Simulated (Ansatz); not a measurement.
**CH2 on Zr(0001), fcc start, 2x2 cell: work function, bands and core levels**

Aim: how the adsorbate changes the work function, the valence spectrum and the core levels in CH2 on Zr(0001), fcc start, 2x2 cell.

Method: DFT, PBE, plane-wave PAW, default files, scalar-relativistic, in Ansatz 0.2.0.

This is a report of a sequence of runs, with most program output left out.

## (1) The structure

The cell holds 4 atoms: 4 Zr. Its edges and angles: a = 3.230 Å, b = 3.230 Å, c = 22.755 Å, α = 90.0°, β = 90.0°, γ = 60.0°. It derives from Zr. Vacuum lies along c.

## (2) The clean face

The clean face is the reference for what the added atoms change.

The input, input.yaml:

```yaml
crystal:
  lattice:
    - [3.23, 0.0, 0.0]
    - [1.615, 2.7972620542, 0.0]
    - [0.0, 0.0, 22.755]
  atoms:
    - { symbol: Zr, position: [0.0, 0.0, 0.670402109] }
    - { symbol: Zr, position: [0.666666667, 0.666666667, 0.556800703] }
    - { symbol: Zr, position: [0.0, 0.0, 0.443199297] }
    - { symbol: Zr, position: [0.666666667, 0.666666667, 0.329597891] }
kpoints:
  mp_grid: { grid: [18, 18, 1] }
scf:
  occupations: { method: fermi_dirac, width: 0.05 }
  n_extra_bands: 12
hamiltonian:
  xc: pbe
  pseudopotentials: { kind: paw }
output:
  forces: true
  write_potential: true
  volumetric_format: []
  dos:
    projected: true
    de: 0.05
    e_range: [-30, 12]
    method: { smearing: { sigma: 0.1, scheme: gaussian } }
efield:
  axis: 3
  dipole_correction: true
relax:
  f_tol: 0.03
  max_steps: 50
  constraints: [{ sites: [2, 3] }]
```

Run with:

```console
ansatz run input.yaml --threads 8 --pin off --max-ram 20480MiB --backend cpu --events-out ev --progress --plain --runs-dir out
```

It took 3.8 s on 8 threads of AMD EPYC 9R45, shared host; peak memory 0.9 GiB; 23 s of CPU time.

Relaxation path:

```
step  energy less that of the first step (eV)  largest force component (eV/Å)
   1                                   0.0000                          0.6210
   2                                  -0.0241                          0.5316
   3                                  -0.0446                          0.0689
   4                                  -0.0452                          0.0247
```

The run keeps the 6 symmetry operations that it works with, so distortions that break them were not tested.

The atoms that moved most (Å):

```csv
atom,dx,dy,dz,length
Zr2,0.000,0.000,0.090,0.090
Zr1,0.000,0.000,-0.063,0.063
```

The relaxed structure:

```cif
data_structure
_symmetry_space_group_name_H-M 'P 1'
_symmetry_Int_Tables_number 1
_cell_length_a 3.2300
_cell_length_b 3.2300
_cell_length_c 22.7550
_cell_angle_alpha 90.000
_cell_angle_beta 90.000
_cell_angle_gamma 60.000
_cell_volume 205.59
loop_
_atom_site_label
_atom_site_type_symbol
_atom_site_fract_x
_atom_site_fract_y
_atom_site_fract_z
_atom_site_occupancy
Zr1 Zr 0.00000 0.00000 0.66762 1
Zr2 Zr 0.66667 0.66667 0.56077 1
Zr3 Zr 0.00000 0.00000 0.44320 1
Zr4 Zr 0.66667 0.66667 0.32960 1
```

Numbers from this step:

* free energy: -16733.4937 eV
* energy at zero smearing: -16733.4638 eV
* smearing term TS: 0.05965 eV
* Fermi energy: 4.186 eV
* symmetry operations: 6
* zero of energy: Fermi level
* share of occupied states in no projected shell: 0.0069 of the occupied states in the window
* DOS at the Fermi level: 7.377 states/eV/cell
* work function, upper face: 4.159 eV
* work function, lower face: 4.181 eV

Maxima picked by a test of local sharpness, so broad peaks and shoulders can be missing; peaks within 0.45 eV of a curve's cut are left out. Valence peaks, by row:

| photon energy (eV) | binding energy (eV) | height (% of the maximum within 13 eV) | main shell | its share (%) |
| --- | --- | --- | --- | --- |
| 21.2 | 1.95 | 68.41 | Zr 4d | 99.82 |
| 21.2 | 0.85 | 100 | Zr 4d | 99.85 |
| 21.2 | 0.2 | 77.58 | Zr 4d | 99.81 |
| 150 | 26.8 | 134.8 | Zr 4p | 99.22 |
| 150 | 2 | 69.83 | Zr 4d | 95.24 |
| 150 | 0.85 | 100 | Zr 4d | 97.48 |
| 150 | 0.2 | 78.62 | Zr 4d | 97.17 |
| 1487 | 26.8 | 458.3 | Zr 4p | 99.76 |
| 1487 | 2 | 71.36 | Zr 4d | 90.16 |
| 1487 | 0.85 | 100 | Zr 4d | 94.69 |
| 1487 | 0.2 | 77.9 | Zr 4d | 93.81 |
| 5415 | 26.8 | 1327 | Zr 4p | 99.85 |
| 5415 | 2.15 | 86.87 | Zr 4d | 55.96 |
| 5415 | 0.8 | 100 | Zr 4d | 75.3 |
| 5415 | 0.2 | 79.98 | Zr 4d | 72.99 |

The planar mean, electrostatic potential oscillates, so the rows of the table below give means over windows of 1 Å about each position, cut where the curve ends. Its maxima inside the range that stand out by 2 % of the span (Å: eV): 8.8: -0.0689, 11.4: 0.223, 13.9: -1.02. Its minima: 7.5: -18.1, 10.1: -17.9, 12.8: -17.8, 15.2: -18.1.

From the Fermi level. Planar mean, electrostatic potential against z; means over each step:

```csv
z (Å),"planar mean, electrostatic potential (eV)"
0,4.17
1,4.18
2,4.18
3,4.18
4,4.15
5,3.85
6,1.57
7,-10.9
8,-10.5
9,-2.32
10,-15.2
11,-3.98
12,-6.20
13,-14.0
14,-2.70
15,-14.7
16,-5.74
17,2.77
18,3.99
19,4.14
20,4.16
21,4.16
22,4.16
```

Recipe: projected DOS times atomic cross section and asymmetry factor (linear light, 54.7° from the polarisation), occupied states only, Fermi edge at 77 K, a Lorentzian width of 0.1 eV growing by 0.08 eV per eV of binding energy, and a resolution of 0.3 eV. Each atom is damped by exp[−depth/(λ cos θ)], θ = 30° from the normal, λ from the universal curve. Curves are cut 10 eV under the photon energy, above any shell that the free atom's threshold puts out of reach, or at the lower edge of the window: 11.2 eV at 21.2 eV, 29.1 eV at 150 eV, 29.1 eV at 1486.7 eV and 29.1 eV at 5414.7 eV. Matrix elements of the solid and inelastic losses aren't modelled, nor non-dipole terms, which matter above 3 keV.

How the area divides among the shells (%):

```
shell  21.2 eV  150 eV  1486.7 eV  5414.7 eV
Zr 5s      0.2     1.8        1.3        2.6
Zr 4p      0.0    65.5       86.5       93.7
Zr 4d     99.8    32.6       12.1        3.6
```

Cross sections used, in Mb an electron:

```csv
shell,21.2 eV,150 eV,1486.7 eV,5414.7 eV
Zr 5s,0.033,0.0092,2.2e-4,1.8e-5
Zr 4p,-,0.056,0.0024,1.1e-4
Zr 4d,5.5,0.047,5.6e-4,6.9e-6
```

At the Fermi level the DOS is 7.38 states/eV a cell, and on the broadened curves Zr 4d holds 86 % of the total there.

## (3) Relaxing the atoms

System of this step: Zr16H2C. The cell holds 19 atoms: 2 H, 1 C and 16 Zr. Its edges and angles: a = 6.460 Å, b = 6.460 Å, c = 24.525 Å, α = 90.0°, β = 90.0°, γ = 60.0°. It derives from Zr. How the cell was made: adsorbate; added: CH2; site: fcc; coverage 0.25 monolayer; cell: 2x2; on one face. Regions: ad, 3 atoms (2 H and 1 C); L1, 4 atoms (4 Zr); L2, 4 atoms (4 Zr); L3, 4 atoms (4 Zr); rest, 4 atoms (4 Zr). Vacuum lies along c.

The cut or typed positions aren't at rest, and spectra shift with geometry, so the relaxation comes first. 8 atoms are held to stand for the bulk. A dipole correction cancels the field between unlike faces.

The input, input.yaml:

```yaml
crystal:
  lattice:
    - [6.46, 0.0, 0.0]
    - [3.23, 5.5945241084, 0.0]
    - [0.0, 0.0, 24.525]
  atoms:
    - { symbol: H, position: [0.307555425, 0.166666667, 0.694189602] }
    - { symbol: H, position: [0.028968447, 0.166666667, 0.694189602] }
    - { symbol: C, position: [0.168361116, 0.166666667, 0.668909276] }
    - { symbol: Zr, position: [0.0, 0.0, 0.622018349] }
    - { symbol: Zr, position: [0.5, 0.0, 0.622018349] }
    - { symbol: Zr, position: [0.0, 0.5, 0.622018349] }
    - { symbol: Zr, position: [0.5, 0.5, 0.622018349] }
    - { symbol: Zr, position: [0.833333333, 0.333333333, 0.516615698] }
    - { symbol: Zr, position: [0.333333333, 0.333333333, 0.516615698] }
    - { symbol: Zr, position: [0.833333333, 0.833333333, 0.516615698] }
    - { symbol: Zr, position: [0.333333333, 0.833333333, 0.516615698] }
    - { symbol: Zr, position: [0.0, 0.0, 0.411213048] }
    - { symbol: Zr, position: [0.5, 0.0, 0.411213048] }
    - { symbol: Zr, position: [0.0, 0.5, 0.411213048] }
    - { symbol: Zr, position: [0.5, 0.5, 0.411213048] }
    - { symbol: Zr, position: [0.833333333, 0.333333333, 0.305810398] }
    - { symbol: Zr, position: [0.333333333, 0.333333333, 0.305810398] }
    - { symbol: Zr, position: [0.833333333, 0.833333333, 0.305810398] }
    - { symbol: Zr, position: [0.333333333, 0.833333333, 0.305810398] }
kpoints:
  mp_grid: { grid: [6, 6, 1] }
scf:
  occupations: { method: fermi_dirac, width: 0.05 }
  n_extra_bands: 15
hamiltonian:
  xc: pbe
  pseudopotentials: { kind: paw }
output:
  forces: true
  write_potential: true
  volumetric_format: []
efield:
  axis: 3
  dipole_correction: true
relax:
  f_tol: 0.03
  max_steps: 45
  constraints: [{ sites: [11, 12, 13, 14, 15, 16, 17, 18] }]
```

Run time: 57 s. Hardware: 8 threads; peak memory 4.3 GiB; 7.5 min of CPU time.

Relaxation path:

```
step  energy less that of the first step (eV)  largest force component (eV/Å)
   1                                   0.0000                          1.2623
   2                                  -0.3395                          0.4290
   3                                  -0.3760                          0.9149
   4                                  -0.4455                          0.2529
   5                                  -0.4494                          0.2563
   6                                  -0.4618                          0.0898
   7                                  -0.4625                          0.0250
   8                                  -0.4625                          0.0248
```

The atoms that moved most (Å):

```csv
atom,dx,dy,dz,length
H1,-0.031,-0.132,0.315,0.343
H2,0.012,-0.117,0.313,0.334
C3,-0.010,-0.173,0.241,0.297
Zr7,0.000,0.015,-0.111,0.112
Zr10,0.000,0.081,0.067,0.105
Zr11,0.000,0.068,0.076,0.102
Zr8,0.015,0.043,0.081,0.093
Zr9,-0.014,0.044,0.080,0.092
```

This step gave:

```
free energy               : -67217.8353 eV
energy at zero smearing   : -67217.7270 eV
smearing term TS          : 0.2165 eV
Fermi energy              : 3.853 eV
symmetry operations       : 1
work function, upper face : 3.697 eV
work function, lower face : 4.171 eV
```

The relaxation ends 24 meV an atom lower, with a largest force component of 0.025 eV/Å on the free atoms. Between step 2 and this run (19 atoms) the value for the work function, upper face moves from 4.16 eV to 3.70 eV (-11 %).

## (4) Layer-resolved bands, DOS and potential

The main run: bands along the zone's path, each state's share in the top and middle regions, the DOS and the planar potential. The cell holds 4 small cells, so the bands are unfolded.

The input, input.yaml:

```yaml
crystal:
  lattice:
    - [6.46, 0.0, 0.0]
    - [3.23, 5.5945241084, 0.0]
    - [0.0, 0.0, 24.525]
  atoms:
    - { symbol: H, position: [0.3144944794, 0.1431422899, 0.7070421949] }
    - { symbol: H, position: [0.0412669754, 0.1458014844, 0.7069502315] }
    - { symbol: C, position: [0.1823559342, 0.1356572794, 0.678738888] }
    - { symbol: Zr, position: [0.0003369436, 0.0019194824, 0.62297882] }
    - { symbol: Zr, position: [0.4974757388, 0.0020682662, 0.622957998] }
    - { symbol: Zr, position: [-0.0037259452, 0.5076672509, 0.6203937729] }
    - { symbol: Zr, position: [0.4986101711, 0.5027389424, 0.6174823127] }
    - { symbol: Zr, position: [0.8317088704, 0.3411066635, 0.519919381] }
    - { symbol: Zr, position: [0.3272085977, 0.3411149075, 0.5198737756] }
    - { symbol: Zr, position: [0.826050942, 0.8477783874, 0.5193397968] }
    - { symbol: Zr, position: [0.3272145399, 0.845437817, 0.5197244761] }
    - { symbol: Zr, position: [0.0, 0.0, 0.411213048] }
    - { symbol: Zr, position: [0.5, 0.0, 0.411213048] }
    - { symbol: Zr, position: [0.0, 0.5, 0.411213048] }
    - { symbol: Zr, position: [0.5, 0.5, 0.411213048] }
    - { symbol: Zr, position: [0.833333333, 0.333333333, 0.305810398] }
    - { symbol: Zr, position: [0.333333333, 0.333333333, 0.305810398] }
    - { symbol: Zr, position: [0.833333333, 0.833333333, 0.305810398] }
    - { symbol: Zr, position: [0.333333333, 0.833333333, 0.305810398] }
kpoints:
  mp_grid: { grid: [6, 6, 1] }
scf:
  occupations: { method: fermi_dirac, width: 0.05 }
  n_extra_bands: 25
hamiltonian:
  xc: pbe
  pseudopotentials: { kind: paw }
output:
  forces: true
  write_potential: true
  volumetric_format: []
  efg: { contact_densities: true }
  dos:
    projected:
      site_lists:
        adsorbate: [0, 1, 2]
        layer_1: [3, 4, 5, 6]
        layer_2: [7, 8, 9, 10]
        layer_3: [11, 12, 13, 14]
        other_layers: [15, 16, 17, 18]
    de: 0.05
    e_range: [-30, 12]
    method: { smearing: { sigma: 0.15, scheme: gaussian } }
  eigenstates:
    kpoints:
      - [0.33333333, -0.33333333, 0.0]
      - [0.25, -0.375, 0.0]
      - [0.16666667, -0.41666667, 0.0]
      - [0.08333333, -0.45833333, 0.0]
      - [0.0, 0.5, 0.0]
      - [-0.08333333, 0.45833333, 0.0]
      # [... 29 more points ...]
      - [0.25, 0.5, 0.0]
      - [0.29166667, -0.41666667, 0.0]
    e_range: [-8.0, 4.0]
    unfold:
      supercell_matrix: [[2, 0, 0], [0, 2, 0], [0, 0, 1]]
      layers:
        axis: 3
        edges: [0.142712, 0.431185, 0.431285, 0.5686, 0.5687, 0.870139]
efield:
  axis: 3
  dipole_correction: true
```

Run time: 37 s. Hardware: 8 threads; peak memory 6.7 GiB.

Numbers from this step:

```yaml
fermi_energy: 3.856 eV
share_of_occupied_states_in_no_projected_shell: 0.007 of the occupied states in the window
dos_at_the_fermi_level: 26.15 states/eV/cell
```

A(k,E), total over k along the path and E. Zero: Fermi level.

Values in eV⁻¹, 12 rows by 16 columns, each cell a mean:
```
0.7 1.7 2.8 2.7 4.2 6.9 7.6 7.5 6.0 3.0 2.9 4.3 3.7 3.1 1.5 0.7
3.5 3.4 2.9 2.7 3.3 5.1 6.0 5.8 4.3 3.1 3.2 2.2 2.1 2.9 3.5 3.7
3.8 3.9 3.1 3.1 4.1 2.5 1.6 1.8 3.3 3.7 2.1 1.5 1.5 1.9 3.5 3.7
5.4 4.0 4.3 3.9 1.3 0.3 0.2 0.2 0.5 1.9 2.9 2.4 2.1 2.2 3.3 5.4
2.3 3.4 2.6 1.7 1.4 0.3 0.2 0.2 0.6 1.9 2.2 2.3 2.2 2.9 3.6 2.3
0.3 0.4 1.3 1.5 1.2 1.8 1.1 1.3 1.8 1.2 2.0 3.1 3.5 2.6 0.7 0.4
0.1 0.2 0.2 1.0 1.1 1.0 1.2 1.2 1.1 1.3 1.0 0.4 0.4 0.3 0.2 0.1
0.2 0.2 0.2 0.4 1.2 1.0 1.0 1.0 1.1 0.9 0.2 0.2 0.1 0.1 0.2 0.2
0.1 0.1 0.1 0.1 0.3 1.3 1.6 1.6 0.8 0.1 0.1 0.2 0.2 0.2 0.1 0.1
0.0 0.0 0.0 0.0 0.0 0.1 0.2 0.1 0.1 0.0 0.0 0.0 0.0 0.0 0.0 0.0
0.3 0.3 0.3 0.3 0.2 0.2 0.2 0.2 0.2 0.2 0.3 0.3 0.3 0.3 0.3 0.3
0.1 0.1 0.1 0.1 0.1 0.1 0.1 0.1 0.1 0.1 0.1 0.1 0.1 0.1 0.1 0.1
```
Columns: k along the path (Å⁻¹) from 0 to 3.07; rows upwards: E (eV) from -7.7 to 1.61.

A(k,E), top over k along the path and E. Zero: Fermi level.

Ten even steps from '0' (0.01 eV⁻¹) to '9' (2.92 eV⁻¹), each cell a mean:
```
001122224544444553212333221100
112232222479998632234322233111
221111122355555422222222223322
444322123433223433332222222344
444432333211011223211111112334
222345432100000122321122212222
333223310000000001222111111333
332221110000000000112222223323
112221111000000011122222222221
000011101100000111011122221000
000001110121111211112111110000
000000001001111001110111100000
000000000000000000000000000000
000000000000000000000000000000
111111112110001121110000000011
000000000111111100000000000000
000000000001110000000000000000
000000000000000000000000000000
000000000000000000000000000000
111111110000000000111111111111
000000000000000000000000000000
000000000000000000000000000000
```
Columns: k along the path (Å⁻¹) from 0 to 3.07; rows upwards: E (eV) from -7.7 to 1.61.

A(k,E), middle over k along the path and E. Zero: Fermi level.

Values in eV⁻¹, 12 rows by 16 columns, each cell a mean:
```
0.17 0.54 0.82 0.90 1.42 2.07 2.20 2.18 1.82 1.06 1.10 1.43 1.19 0.75 0.36 0.16
0.58 0.74 0.97 0.87 0.83 1.32 1.65 1.56 1.06 0.82 0.84 0.54 0.58 0.86 0.61 0.58
0.98 1.00 0.59 0.63 1.05 0.67 0.37 0.45 0.94 0.96 0.54 0.44 0.48 0.67 1.33 1.03
2.09 1.39 1.26 1.14 0.41 0.08 0.05 0.05 0.15 0.59 0.87 0.82 0.76 0.73 0.97 2.03
0.91 1.34 0.99 0.63 0.49 0.08 0.04 0.05 0.20 0.62 0.70 0.57 0.46 0.75 1.36 0.92
0.06 0.10 0.55 0.44 0.29 0.54 0.42 0.46 0.48 0.32 0.64 1.18 1.34 1.05 0.22 0.06
0.02 0.02 0.06 0.44 0.34 0.26 0.24 0.23 0.29 0.45 0.41 0.11 0.10 0.06 0.03 0.02
0.01 0.01 0.01 0.05 0.43 0.30 0.34 0.32 0.36 0.29 0.03 0.02 0.02 0.02 0.01 0.01
0.01 0.01 0.01 0.01 0.08 0.41 0.48 0.48 0.27 0.02 0.01 0.01 0.01 0.01 0.01 0.01
0.00 0.00 0.01 0.01 0.01 0.03 0.07 0.05 0.02 0.01 0.01 0.01 0.01 0.01 0.00 0.00
0.00 0.00 0.00 0.01 0.01 0.01 0.01 0.01 0.01 0.01 0.01 0.01 0.01 0.01 0.00 0.00
0.00 0.00 0.00 0.00 0.00 0.00 0.01 0.01 0.00 0.00 0.00 0.00 0.00 0.00 0.00 0.00
```
Columns: k along the path (Å⁻¹) from 0 to 3.07; rows upwards: E (eV) from -7.7 to 1.61.

A(k,E), bottom over k along the path and E. Zero: Fermi level.

Values in eV⁻¹, 12 rows by 16 columns, each cell a mean:
```
0.22 0.60 1.12 1.07 1.70 3.04 3.33 3.29 2.54 1.04 1.01 1.89 1.67 1.52 0.65 0.20
2.10 1.85 1.35 1.26 1.64 2.47 2.77 2.73 2.15 1.51 1.53 0.98 0.88 1.27 1.94 2.17
1.65 1.80 1.52 1.51 1.99 1.23 0.93 0.97 1.58 1.82 0.96 0.52 0.48 0.61 1.33 1.60
2.31 1.82 2.02 1.77 0.48 0.10 0.07 0.08 0.17 0.78 1.31 1.09 0.94 1.02 1.52 2.29
0.78 1.29 0.98 0.65 0.52 0.07 0.04 0.05 0.17 0.74 0.95 1.03 1.02 1.39 1.48 0.77
0.05 0.08 0.49 0.68 0.55 0.70 0.33 0.44 0.77 0.55 0.87 1.35 1.54 1.02 0.18 0.06
0.02 0.02 0.05 0.39 0.56 0.53 0.66 0.60 0.53 0.58 0.34 0.09 0.08 0.05 0.03 0.02
0.01 0.01 0.02 0.04 0.46 0.50 0.51 0.51 0.50 0.27 0.03 0.02 0.02 0.02 0.01 0.01
0.01 0.01 0.01 0.01 0.05 0.39 0.60 0.56 0.20 0.02 0.01 0.01 0.01 0.01 0.01 0.01
0.01 0.01 0.01 0.01 0.01 0.03 0.06 0.05 0.02 0.01 0.01 0.01 0.01 0.01 0.01 0.01
0.00 0.00 0.00 0.01 0.01 0.01 0.01 0.01 0.01 0.01 0.01 0.01 0.01 0.00 0.00 0.00
0.00 0.00 0.00 0.00 0.00 0.01 0.01 0.01 0.01 0.00 0.00 0.00 0.00 0.00 0.00 0.00
```
Columns: k along the path (Å⁻¹) from 0 to 3.07; rows upwards: E (eV) from -7.7 to 1.61.

Peaks of A(k,E) at the labelled points: for each region the eleven nearest the zero at most, each over 6 % of that point's highest, less those above the energy where the solved bands run out; weight and spread sum the levels within three half widths or 0.3 eV, so near peaks share levels. Peaks of the spectral function, the first 40 of 113 rows:

```csv
point,weight on,E (eV),A (1/eV),weight near the peak,rms spread of levels (eV)
K,total,-6.88,1.103,0.278,0
K,total,-4.46,0.826,0.202,0
K,total,-1.78,4.167,1.083,0.043
K,total,-1.3,10.25,3.735,0.118
K,total,-1.04,5.627,4.49,0.223
K,total,-0.76,7.081,3.022,0.142
K,total,-0.34,2.081,0.969,0.179
K,total,0.12,10.99,4.717,0.123
K,total,0.76,1.099,0.303,0.157
K,total,1.16,0.768,0.184,0.104
K,top,-2.38,0.49,0.129,0.08
K,top,-1.78,1.116,0.304,0.046
K,top,-1.34,2.372,0.706,0.077
K,top,-0.8,1.124,0.459,0.142
K,top,-0.34,0.898,0.738,0.151
K,top,-0.1,2.508,1.095,0.145
K,top,0.1,1.977,1.166,0.169
K,top,0.4,0.971,0.62,0.154
K,top,0.76,0.725,0.269,0.154
K,top,1.16,0.544,0.163,0.102
K,middle,-1.78,1.871,0.487,0.04
K,middle,-1.3,3.916,1.472,0.125
K,middle,-1.04,2.735,1.787,0.199
K,middle,-0.8,2.164,1.228,0.147
K,middle,-0.36,0.673,0.211,0.128
K,middle,0.06,2.097,0.81,0.097
K,bottom,-1.78,1.177,0.291,0.045
K,bottom,-1.3,4.146,1.554,0.119
K,bottom,-1.04,2.18,2.056,0.238
K,bottom,-0.76,4.028,1.333,0.128
K,bottom,0.12,7.124,2.727,0.088
Γ,total,-5.28,3.666,0.895,0
Γ,total,-4.82,2.759,0.65,0
Γ,total,-4.1,3.266,0.795,0
Γ,total,-3.3,3.496,0.944,0.049
Γ,total,-2.92,3.478,0.982,0.091
Γ,total,-0.14,4.328,0.982,0.008
Γ,total,0.3,4.873,1.916,0.119
Γ,total,0.52,5.243,2.738,0.201
Γ,total,0.86,18.07,7.231,0.102
```

The DOS has structure finer than the step of the table below, so its rows give means over 1 eV, whole bins alone (the curve runs from -29.3 to 1.32 eV). Peaks (eV: height): total -26.7: 103, 1.0: 31.6; Zr 4d -1.9: 18.9, -0.8: 24.3, 0.3: 25.4, 1.0: 27.6; Zr 5s -4.0: 3.07, -3.2: 4.79, -2.6: 5.78, -0.8: 2.15; Zr 5p* 0.5: 2.10; C 2p -6.9: 3.79, -4.6: 1.99, -3.0: 1.44.

* holds the states left over by the projection beside any projected weight of its own. Table of DOS by E, zero at the Fermi level; means over each step; 7 of 8 lines; values in states/eV/cell:

| E (eV) | total | Zr 4d | Zr 5s | Zr 5p* | C 2p | H 1s | C 2s |
| --- | --- | --- | --- | --- | --- | --- | --- |
| -28 | 0.323 | 0.00281 | 0.00213 | 0 | 2.0e-4 | 8.8e-5 | 1.5e-4 |
| -27 | 75.9 | 0.656 | 0.472 | 0 | 0.0618 | 0.0145 | 0.0240 |
| -26 | 19.8 | 0.0868 | 0.0307 | 0 | 0.00329 | 3.1e-4 | 4.5e-4 |
| -25 | 0 | 0 | 0 | 0 | 0 | 0 | 0 |
| -24 | 0 | 0 | 0 | 0 | 0 | 0 | 0 |
| -23 | 0 | 0 | 0 | 0 | 0 | 0 | 0 |
| -22 | 0 | 0 | 0 | 0 | 0 | 0 | 0 |
| -21 | 0 | 0 | 0 | 0 | 0 | 0 | 0 |
| -20 | 0 | 0 | 0 | 0 | 0 | 0 | 0 |
| -19 | 0 | 0 | 0 | 0 | 0 | 0 | 0 |
| -18 | 0 | 0 | 0 | 0 | 0 | 0 | 0 |
| -17 | 0 | 0 | 0 | 0 | 0 | 0 | 0 |
| -16 | 0 | 0 | 0 | 0 | 0 | 0 | 0 |
| -15 | 0 | 0 | 0 | 0 | 0 | 0 | 0 |
| -14 | 0 | 0 | 0 | 0 | 0 | 0 | 0 |
| -13 | 1.59 | 0.0976 | 0.0682 | 0.0245 | 0.0503 | 0.512 | 0.808 |
| -12 | 0.412 | 0.0254 | 0.0177 | 0.00640 | 0.0131 | 0.133 | 0.210 |
| -11 | 0 | 0 | 0 | 0 | 0 | 0 | 0 |
| -10 | 0 | 0 | 0 | 0 | 0 | 0 | 0 |
| -9 | 0 | 0 | 0 | 0 | 0 | 0 | 0 |
| -8 | 0 | 0 | 0 | 0 | 0 | 0 | 0 |
| -7 | 2.00 | 0.152 | 0.0605 | 0.0466 | 1.06 | 0.676 | 7.5e-6 |
| -6 | 0.00627 | 4.0e-4 | 0.00189 | 1.1e-4 | 0.00242 | 0.00145 | 4.0e-6 |
| -5 | 2.12 | 0.287 | 0.984 | 0.0423 | 0.649 | 0.113 | 0.0448 |
| -4 | 2.91 | 0.389 | 1.96 | 0.0808 | 0.380 | 0.0570 | 0.0431 |
| -3 | 9.56 | 4.34 | 4.18 | 0.215 | 0.795 | 0.0123 | 0.0161 |
| -2 | 18.5 | 14.6 | 3.15 | 0.398 | 0.333 | 0.0263 | 0.0160 |
| -1 | 22.0 | 19.5 | 1.54 | 0.768 | 0.204 | 0.0222 | 0.0250 |
| 0 | 24.8 | 21.3 | 1.84 | 1.43 | 0.127 | 0.0325 | 0.0256 |

[end of part 1 of 2]

[Logs are printed without paths, hosts, clocks, repeated set-up lines and the standing remarks that a program may print on its own settings, such as how far it seeks lower states.]

[Hosts, paths, dates, database ids (printed as entryN), source tags and the programs' standing remarks are cut or masked in the printed files.]

[Maps of the electrostatic potential energy from Ansatz leave out the sawtooth potential of an applied field or a dipole correction, so their vacuum need not be flat; work functions include it.]
